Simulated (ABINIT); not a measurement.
An input for ABINIT 10.8.3 (MoS2 (P6_3/mmc)):

```
acell 3*1.0 Angstrom
rprim 
  3.169000000004 -0.000000000001 0.000000000000
  -1.584500000001 2.744434504597 0.000000000000
  0.000000000000 0.000000000000 12.324000000000
ntypat 2
znucl 42 16
natom 6
typat 1 1 2 2 2 2
xred 
  0.333333333333 0.666666666667 0.250000000000
  0.666666666667 0.333333333333 0.750000000000
  0.333333333333 0.666666666667 0.623000000000
  0.666666666667 0.333333333333 0.123000000000
  0.333333333333 0.666666666667 0.877000000000
  0.666666666667 0.333333333333 0.377000000000
pp_dirpath "pseudos"
pseudos "Mo.upf, S.upf"
ecut 36
ngkpt 3 3 1
nshiftk 1
shiftk 0 0 0
kptopt 1
chksymbreak 0
istwfk *1
occopt 1
irdwfk 1
optdriver 4
nband 395
gwcalctyp 0
ecutsigx 36
symsigma 1
nkptgw 3
kptgw 
  0.0000000000 0.0000000000 0.0000000000
  0.3333333333 0.0000000000 0.0000000000
  0.3333333333 0.3333333333 0.0000000000
bdgw 
  13 32
  13 32
  13 32
ecuteps 6.6
irdscr 1
ppmodel 1
indata_prefix "in"
outdata_prefix "out"
tmpdata_prefix "tmp"
```

The database entry behind the starting cell differs from later determinations by our own check (about 0.3 % long), so it need not match the best structure at ambient conditions.

```sh
OMP_NUM_THREADS=1 mpirun -n 8 abinit run.abi > log
```

Q: How long will it take on 8 MPI ranks of Arm Neoverse V2, shared host, and how much memory?

It took 2.9 min; on shared hardware allow 87 s to 5.8 min. Peak host memory was 2.4 GiB.

[Paths, hosts, dates, memory and timing lines, banners, echoed tables and standing remarks are left out of the program output.]

[Logs are printed without paths, hosts, clocks, repeated set-up lines and the standing remarks that a program may print on its own settings, such as how far it seeks lower states.]

[Runs of the session that timed out or met a known fault of the program may be left out.]

[Hosts, paths, dates, database ids (printed as entryN), source tags and the programs' standing remarks are cut or masked in the printed files.]

[G0W0 gaps are taken among the corrected bands and points alone; a level outside them can change the order at an edge.]

[Where Ansatz stands beside ABINIT at settings called matched, ABINIT's density can come from a denser mesh and the files from another edition; pairs whose starting gaps differed by over 0.03 eV were left out, so agreement reads better than it is.]
